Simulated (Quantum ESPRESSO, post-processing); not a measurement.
# 1T-TiO2, 1 layer: parallel layout and speed, part 3 of 3

Which layout of ranks, pools and threads suits 1T-TiO2, 1 layer? The physics should not care; the clock does.

Quantum ESPRESSO 7.5; plane-wave DFT, PBE, GBRV ultrasoft pseudopotentials.

So far. Step 5 (Ground state: 2 ranks, 2 pools, 2 threads a rank): Counted from each run's own zero (the valence top), the vacuum level differs from the first run's by +0 meV. Step 6 (Ground state: 2 ranks, 1 pool, 2 threads a rank): Counted from each run's own zero (the valence top), the vacuum level differs from the first run's by -0 meV.

### 7. SCF with pw.x: 1 rank, 1 pool, 4 threads a rank

c5.in reads:

```
&control
  prefix = 'c5'
  outdir = './out'
  pseudo_dir = './pseudo'
  calculation = 'scf'
  tprnfor = .true.
/
&system
  ibrav = 0
  nat = 3
  ntyp = 2
  ecutwfc = 40
  ecutrho = 200
  occupations = 'smearing'
  smearing = 'fd'
  degauss = 0.004
  assume_isolated = 'esm'
  esm_bc = 'bc1'
/
&electrons
  conv_thr = 1e-07
  mixing_beta = 0.4
  electron_maxstep = 120
  mixing_mode = 'local-TF'
/
ATOMIC_SPECIES
  O   15.9990  o_pbe_v1.2.uspp.F.UPF
  Ti  47.8670  ti_pbe_v1.4.uspp.F.UPF
CELL_PARAMETERS angstrom
  2.99000000000000 0.00000000000000 0.00000000000000
  -1.49500000000000 2.58941595731547 0.00000000000000
  0.00000000000000 0.00000000000000 19.46119212307099
ATOMIC_POSITIONS crystal
  O   0.666666666667 0.333333333333 -0.063233333999
  Ti  0.000000000000 0.000000000000 0.000000000000
  O   0.333333333333 0.666666666667 0.063233333999
K_POINTS automatic
  12 12 1 0 0 0
```

The run is started by

```
$ OMP_NUM_THREADS=4 pw.x -nk 1 -in c5.in > c5.out
```

The program printed:

```text
[banner, memory and clock lines left out]
Program PWSCF v.7.5 starts
[...]
Message from routine setup:
[...]
number of electrons       =        24.00
     number of Kohn-Sham states=           16
     kinetic-energy cutoff     =      40.0000  Ry
     charge density cutoff     =     200.0000  Ry
[...]
number of k points=    19  Fermi-Dirac smearing, width (Ry)=  0.0040
[...]
Dense  grid:    48627 G-vectors     FFT dimensions: (  25,  25, 180)
[...]
negative rho (up, down):  4.758E-03 0.000E+00
     Starting wfcs are   18 randomized atomic wfcs
[...]
negative rho (up, down):  5.355E-03 0.000E+00
[...]
estimated scf accuracy    <       0.65608137 Ry
[...]
negative rho (up, down):  5.385E-03 0.000E+00
[...]
estimated scf accuracy    <       0.06842314 Ry
[...]
negative rho (up, down):  5.544E-03 0.000E+00
[...]
estimated scf accuracy    <       0.10205808 Ry
[...]
negative rho (up, down):  4.992E-03 0.000E+00
[...]
estimated scf accuracy    <       0.12528656 Ry
[...]
negative rho (up, down):  4.285E-03 0.000E+00
[...]
estimated scf accuracy    <       0.09640304 Ry
[...]
negative rho (up, down):  4.458E-03 0.000E+00
[...]
estimated scf accuracy    <       0.00196181 Ry
[...]
negative rho (up, down):  4.207E-03 0.000E+00
[...]
estimated scf accuracy    <       0.00494948 Ry
[...]
negative rho (up, down):  3.924E-03 0.000E+00
[...]
estimated scf accuracy    <       0.00857898 Ry
[...]
negative rho (up, down):  3.907E-03 0.000E+00
[...]
estimated scf accuracy    <       0.01023657 Ry
[...]
negative rho (up, down):  3.761E-03 0.000E+00
[...]
estimated scf accuracy    <       0.00948368 Ry
[...]
negative rho (up, down):  4.064E-03 0.000E+00
[...]
estimated scf accuracy    <       0.00395944 Ry
[...]
negative rho (up, down):  3.751E-03 0.000E+00
[...]
estimated scf accuracy    <       0.01897551 Ry
[...]
negative rho (up, down):  3.649E-03 0.000E+00
[...]
estimated scf accuracy    <       0.01321709 Ry
[...]
negative rho (up, down):  3.929E-03 0.000E+00
[...]
estimated scf accuracy    <       0.00616779 Ry
[...]
negative rho (up, down):  4.109E-03 0.000E+00
[...]
estimated scf accuracy    <       0.00725094 Ry
[...]
negative rho (up, down):  4.300E-03 0.000E+00
[...]
estimated scf accuracy    <       0.00084197 Ry
[...]
negative rho (up, down):  4.338E-03 0.000E+00
[...]
estimated scf accuracy    <       0.00029096 Ry
[...]
negative rho (up, down):  4.562E-03 0.000E+00
[...]
estimated scf accuracy    <       0.00001582 Ry
[...]
negative rho (up, down):  4.665E-03 0.000E+00
[...]
estimated scf accuracy    <       0.00006479 Ry
[...]
negative rho (up, down):  4.782E-03 0.000E+00
[...]
estimated scf accuracy    <       0.00002873 Ry
[...]
negative rho (up, down):  4.776E-03 0.000E+00
[...]
estimated scf accuracy    <       0.00001159 Ry
[...]
negative rho (up, down):  4.790E-03 0.000E+00
[...]
estimated scf accuracy    <       0.00000290 Ry
[...]
negative rho (up, down):  4.819E-03 0.000E+00
[...]
estimated scf accuracy    <       0.00000152 Ry
[...]
negative rho (up, down):  4.825E-03 0.000E+00
[...]
the Fermi energy is    -8.0465 ev
!    total energy              =    -184.11322346 Ry
     estimated scf accuracy    <       0.00000005 Ry
     smearing contrib. (-TS)   =      -0.00000000 Ry
     internal energy E=F+TS    =    -184.11322345 Ry
[...]
one-electron contribution =     496.51377034 Ry
     hartree contribution      =    -251.96620726 Ry
     xc contribution           =     -32.25015082 Ry
     ewald contribution        =    -396.41063572 Ry
     convergence has been achieved in  24 iterations
     negative rho (up, down):  4.825E-03 0.000E+00
[...]
Total force =     0.228614     Total SCF correction =     0.000135
[...]
```

Elapsed: 5.1 min, on 1 MPI rank of Arm Neoverse V2, shared host; peak memory 0.23 GiB.

This step gave:

| Property | Result |
| --- | --- |
| Fermi energy | -8.046 eV |
| valence top, on the run's zero | -8.874 eV |
| conduction bottom, on the run's zero | -7.177 eV |
| vacuum line at the lower end of the cell, over the valence top | 8.874 eV |
| vacuum line at the upper end of the cell, over the valence top | 8.874 eV |

The program's own clock; routines nest. Time by routine:

```
  routine  wall time (s)  calls
    PWSCF          307.5      1
electrons            302      1
     fftw          283.6  49476
  c_bands          247.5     24
    h_psi          247.1   1959
  cegterg            246    456
 vloc_psi          245.6   1959
 sum_band          47.11     24
 init_run           4.89      1
     newd           4.82     25
  wfcinit           4.35      1
  mix_rho           2.08     24
   calbec           1.09   2491
     ffts           0.97   2878
```

Counted from each run's own zero (the valence top), the vacuum level differs from the first run's by -1 meV.

### 8. SCF with pw.x: 2 ranks, 2 pools, 1 thread a rank

c6.in is the input of step 7 with these lines changed:

```diff
@@ -1,3 +1,3 @@
 &control
-  prefix = 'c5'
+  prefix = 'c6'
   outdir = './out'
```

The run is started by

```
$ OMP_NUM_THREADS=1 mpirun -n 2 pw.x -nk 2 -in c6.in > c6.out
```

The program printed:

```text
[banner, memory and clock lines left out]
Program PWSCF v.7.5 starts
[...]
Message from routine setup:
[...]
number of electrons       =        24.00
     number of Kohn-Sham states=           16
     kinetic-energy cutoff     =      40.0000  Ry
     charge density cutoff     =     200.0000  Ry
[...]
number of k points=    19  Fermi-Dirac smearing, width (Ry)=  0.0040
[...]
Dense  grid:    48627 G-vectors     FFT dimensions: (  25,  25, 180)
[...]
negative rho (up, down):  4.758E-03 0.000E+00
     Starting wfcs are   18 randomized atomic wfcs
[...]
negative rho (up, down):  5.354E-03 0.000E+00
[...]
estimated scf accuracy    <       0.65579139 Ry
[...]
negative rho (up, down):  5.388E-03 0.000E+00
[...]
estimated scf accuracy    <       0.06926947 Ry
[...]
negative rho (up, down):  5.780E-03 0.000E+00
[...]
estimated scf accuracy    <       0.10663784 Ry
[...]
negative rho (up, down):  5.311E-03 0.000E+00
[...]
estimated scf accuracy    <       0.19609875 Ry
[...]
negative rho (up, down):  4.207E-03 0.000E+00
[...]
estimated scf accuracy    <       0.19293327 Ry
[...]
negative rho (up, down):  4.375E-03 0.000E+00
[...]
estimated scf accuracy    <       0.00410810 Ry
[...]
negative rho (up, down):  4.013E-03 0.000E+00
[...]
estimated scf accuracy    <       0.00202690 Ry
[...]
negative rho (up, down):  3.859E-03 0.000E+00
[...]
estimated scf accuracy    <       0.01577149 Ry
[...]
negative rho (up, down):  3.649E-03 0.000E+00
[...]
estimated scf accuracy    <       0.01830884 Ry
[...]
negative rho (up, down):  3.498E-03 0.000E+00
[...]
estimated scf accuracy    <       0.02014922 Ry
[...]
negative rho (up, down):  3.364E-03 0.000E+00
[...]
estimated scf accuracy    <       0.01474162 Ry
[...]
negative rho (up, down):  3.328E-03 0.000E+00
[...]
estimated scf accuracy    <       0.01960490 Ry
[...]
negative rho (up, down):  3.324E-03 0.000E+00
[...]
estimated scf accuracy    <       0.01496694 Ry
[...]
negative rho (up, down):  3.303E-03 0.000E+00
[...]
estimated scf accuracy    <       0.01482470 Ry
[...]
negative rho (up, down):  3.285E-03 0.000E+00
[...]
estimated scf accuracy    <       0.01467348 Ry
[...]
negative rho (up, down):  3.626E-03 0.000E+00
[...]
estimated scf accuracy    <       0.00044579 Ry
[...]
negative rho (up, down):  3.630E-03 0.000E+00
[...]
estimated scf accuracy    <       0.00047818 Ry
[...]
negative rho (up, down):  3.781E-03 0.000E+00
[...]
estimated scf accuracy    <       0.00107957 Ry
[...]
negative rho (up, down):  4.196E-03 0.000E+00
[...]
estimated scf accuracy    <       0.00033772 Ry
[...]
negative rho (up, down):  4.745E-03 0.000E+00
[...]
estimated scf accuracy    <       0.00012316 Ry
[...]
negative rho (up, down):  4.817E-03 0.000E+00
[...]
estimated scf accuracy    <       0.00075470 Ry
[...]
negative rho (up, down):  4.810E-03 0.000E+00
[...]
estimated scf accuracy    <       0.00005552 Ry
[...]
negative rho (up, down):  4.773E-03 0.000E+00
[...]
estimated scf accuracy    <       0.00001571 Ry
[...]
negative rho (up, down):  4.769E-03 0.000E+00
[...]
estimated scf accuracy    <       0.00001116 Ry
[...]
negative rho (up, down):  4.784E-03 0.000E+00
[...]
estimated scf accuracy    <       0.00000178 Ry
[...]
negative rho (up, down):  4.815E-03 0.000E+00
[...]
estimated scf accuracy    <       0.00000682 Ry
[...]
negative rho (up, down):  4.825E-03 0.000E+00
[...]
the Fermi energy is    -8.0484 ev
!    total energy              =    -184.11322336 Ry
     estimated scf accuracy    <       0.00000004 Ry
     smearing contrib. (-TS)   =      -0.00000000 Ry
     internal energy E=F+TS    =    -184.11322336 Ry
[...]
one-electron contribution =     496.51255255 Ry
     hartree contribution      =    -251.96463669 Ry
     xc contribution           =     -32.25050351 Ry
     ewald contribution        =    -396.41063572 Ry
     convergence has been achieved in  27 iterations
     negative rho (up, down):  4.825E-03 0.000E+00
[...]
Total force =     0.228895     Total SCF correction =     0.000565
[...]
```

It took 38 s on 2 MPI ranks; peak memory 0.3 GiB; 76 s of CPU time.

Numbers from this step:

```
Fermi energy                                                   : -8.048 eV
valence top, on the run's zero                                 : -8.875 eV
conduction bottom, on the run's zero                           : -7.179 eV
gap by band count                                              : 1.696 eV
vacuum line at the lower end of the cell, over the valence top : 8.875 eV
vacuum line at the upper end of the cell, over the valence top : 8.875 eV
```

The program's own clock; routines nest. Time by routine:

```
     routine  wall time (s)  calls
       PWSCF          37.59      1
   electrons          36.51      1
     c_bands          21.26     27
     cegterg          20.17    270
       h_psi          16.03   1189
        fftw          14.75  29686
    vloc_psi          14.01   1189
    sum_band           6.01     27
     mix_rho            5.4     27
        ffts           3.17   3253
        newd           2.91     28
      calbec           1.34   1499
    v_of_rho           0.99     28
h_psi:calbec           0.99   1189
```

Counted from each run's own zero (the valence top), the vacuum level differs from the first run's by -0 meV.

### 9. Self-consistent run: 1 rank, 1 pool, 1 thread a rank

c7.in is the input of step 8 with these lines changed:

```diff
@@ -1,3 +1,3 @@
 &control
-  prefix = 'c6'
+  prefix = 'c7'
   outdir = './out'
```

The run is started by

```
$ OMP_NUM_THREADS=1 pw.x -nk 1 -in c7.in > c7.out
```

The program printed:

```text
[banner, memory and clock lines left out]
Program PWSCF v.7.5 starts
[...]
Message from routine setup:
[...]
number of electrons       =        24.00
     number of Kohn-Sham states=           16
     kinetic-energy cutoff     =      40.0000  Ry
     charge density cutoff     =     200.0000  Ry
[...]
number of k points=    19  Fermi-Dirac smearing, width (Ry)=  0.0040
[...]
Dense  grid:    48627 G-vectors     FFT dimensions: (  25,  25, 180)
[...]
negative rho (up, down):  4.758E-03 0.000E+00
     Starting wfcs are   18 randomized atomic wfcs
[...]
negative rho (up, down):  5.355E-03 0.000E+00
[...]
estimated scf accuracy    <       0.65608137 Ry
[...]
negative rho (up, down):  5.385E-03 0.000E+00
[...]
estimated scf accuracy    <       0.06842314 Ry
[...]
negative rho (up, down):  5.544E-03 0.000E+00
[...]
estimated scf accuracy    <       0.10205807 Ry
[...]
negative rho (up, down):  4.993E-03 0.000E+00
[...]
estimated scf accuracy    <       0.12528656 Ry
[...]
negative rho (up, down):  4.285E-03 0.000E+00
[...]
estimated scf accuracy    <       0.09644345 Ry
[...]
negative rho (up, down):  4.456E-03 0.000E+00
[...]
estimated scf accuracy    <       0.00196155 Ry
[...]
negative rho (up, down):  4.209E-03 0.000E+00
[...]
estimated scf accuracy    <       0.00500471 Ry
[...]
negative rho (up, down):  3.932E-03 0.000E+00
[...]
estimated scf accuracy    <       0.00865222 Ry
[...]
negative rho (up, down):  3.917E-03 0.000E+00
[...]
estimated scf accuracy    <       0.01023846 Ry
[...]
negative rho (up, down):  3.771E-03 0.000E+00
[...]
estimated scf accuracy    <       0.00965092 Ry
[...]
negative rho (up, down):  4.097E-03 0.000E+00
[...]
estimated scf accuracy    <       0.00400933 Ry
[...]
negative rho (up, down):  3.766E-03 0.000E+00
[...]
estimated scf accuracy    <       0.01944599 Ry
[...]
negative rho (up, down):  3.650E-03 0.000E+00
[...]
estimated scf accuracy    <       0.01318651 Ry
[...]
negative rho (up, down):  3.952E-03 0.000E+00
[...]
estimated scf accuracy    <       0.00649699 Ry
[...]
negative rho (up, down):  4.097E-03 0.000E+00
[...]
estimated scf accuracy    <       0.00988116 Ry
[...]
negative rho (up, down):  4.188E-03 0.000E+00
[...]
estimated scf accuracy    <       0.00030748 Ry
[...]
negative rho (up, down):  4.209E-03 0.000E+00
[...]
estimated scf accuracy    <       0.00009892 Ry
[...]
negative rho (up, down):  4.674E-03 0.000E+00
[...]
estimated scf accuracy    <       0.00000611 Ry
[...]
negative rho (up, down):  4.715E-03 0.000E+00
[...]
estimated scf accuracy    <       0.00001716 Ry
[...]
negative rho (up, down):  4.738E-03 0.000E+00
[...]
estimated scf accuracy    <       0.00000424 Ry
[...]
negative rho (up, down):  4.770E-03 0.000E+00
[...]
estimated scf accuracy    <       0.00002702 Ry
[...]
negative rho (up, down):  4.806E-03 0.000E+00
[...]
estimated scf accuracy    <       0.00000040 Ry
[...]
negative rho (up, down):  4.824E-03 0.000E+00
[...]
estimated scf accuracy    <       0.00000034 Ry
[...]
negative rho (up, down):  4.824E-03 0.000E+00
[...]
the Fermi energy is    -8.0489 ev
!    total energy              =    -184.11322342 Ry
     estimated scf accuracy    <       0.00000009 Ry
     smearing contrib. (-TS)   =      -0.00000000 Ry
     internal energy E=F+TS    =    -184.11322342 Ry
[...]
one-electron contribution =     496.51070320 Ry
     hartree contribution      =    -251.96317383 Ry
     xc contribution           =     -32.25011708 Ry
     ewald contribution        =    -396.41063572 Ry
     convergence has been achieved in  24 iterations
     negative rho (up, down):  4.824E-03 0.000E+00
[...]
Total force =     0.228579     Total SCF correction =     0.000641
[...]
```

Run time: 59 s. Hardware: 1 MPI rank; peak memory 0.24 GiB.

Read from the output:

* Fermi energy: -8.049 eV
* conduction bottom, on the run's zero: -7.180 eV

The program's own clock; routines nest. Time by routine:

```
     routine  wall time (s)  calls
       PWSCF          58.52      1
   electrons          56.93      1
     c_bands          36.45     24
     cegterg          34.97    456
       h_psi          27.69   2147
        fftw          25.37  50976
    vloc_psi          24.17   2147
    sum_band          10.24     24
        newd            4.9     25
     mix_rho           4.66     24
        ffts           2.82   2878
      calbec           2.32   2679
h_psi:calbec           1.72   2147
  add_vuspsi           1.69   2147
```

Counted from each run's own zero (the valence top), the vacuum level differs from the first run's by +0 meV.

### 10. The series side by side

All levels:

```
                             level  vacuum level over the valence top (eV)  its change from the first (meV)  energy from the first (meV an atom)  SCF iterations  wall time (s)  peak memory (GiB)  CPU time (s)
 4 ranks, 4 pools, 1 thread a rank                                   8.875                                0                                    0              21          17.54               0.42         69.69
 4 ranks, 2 pools, 1 thread a rank                                   8.877                            1.903                             -4.08e-4              22          15.31               0.38         60.87
  4 ranks, 1 pool, 1 thread a rank                                   8.877                              1.4                             -4.08e-4              27           18.1               0.37         72.06
2 ranks, 2 pools, 2 threads a rank                                   8.875                           0.1033                             -4.99e-4              25           96.2                0.2         234.6
 2 ranks, 1 pool, 2 threads a rank                                   8.875                          -0.4567                             -5.44e-4              24          23.51               0.16         65.59
  1 rank, 1 pool, 4 threads a rank                                   8.874                           -1.302                             -4.54e-4              24            308               0.23         488.7
 2 ranks, 2 pools, 1 thread a rank                                   8.875                            -0.09                                    0              27          38.13                0.3         76.12
   1 rank, 1 pool, 1 thread a rank                                   8.875                           0.3567                             -2.72e-4              24             59               0.24         58.97
```

### 11. The arithmetic

Efficiency = (t₁ n₁)/(t₂ n₂) an iteration = (59.0/24 × 1) / (18.1/27 × 4) = 0.92.

### 12. Results

| Item | Value |
| --- | --- |
| fastest | 4 ranks, 2 pools, 1 thread a rank: 15 s, 22 iterations |
| slowest that converged | 1 rank, 1 pool, 4 threads a rank: 5.1 min, 24 iterations |
| largest change of the vacuum level | 2 meV |

In words: The fastest choice is 4 ranks, 2 pools, 1 thread a rank: 15 s, 22 iterations. From 1 to 4 cores the time an iteration falls from 2.5 to 0.67 s, a parallel efficiency of 92 % by this measure and of 81 % in wall time; iterations differ in number and cost. On all 4 cores the layouts span 0.67 s (4 ranks, 1 pool, 1 thread a rank) to 13 s an iteration (1 rank, 1 pool, 4 threads a rank), and 0.16 to 0.42 GiB. Some layouts with several threads a rank ran hardly faster than one core, or slower; the cause (binding, or neighbours on the host) was not examined. The vacuum level differs by up to 3 meV between layouts, the slack that the SCF threshold leaves. Iteration counts run from 21 to 27 with the layout alone. The times come from a shared host and are rough. Peak memory is sampled during the run and can miss the peak. The geometry is as built, not relaxed.

[Logs are printed without paths, hosts, clocks, repeated set-up lines and the standing remarks that a program may print on its own settings, such as how far it seeks lower states.]

[Hosts, paths, dates, database ids (printed as entryN), source tags and the programs' standing remarks are cut or masked in the printed files.]

[Maps of the electrostatic potential energy from Ansatz leave out the sawtooth potential of an applied field or a dipole correction, so their vacuum need not be flat; planar profiles and work functions include it.]
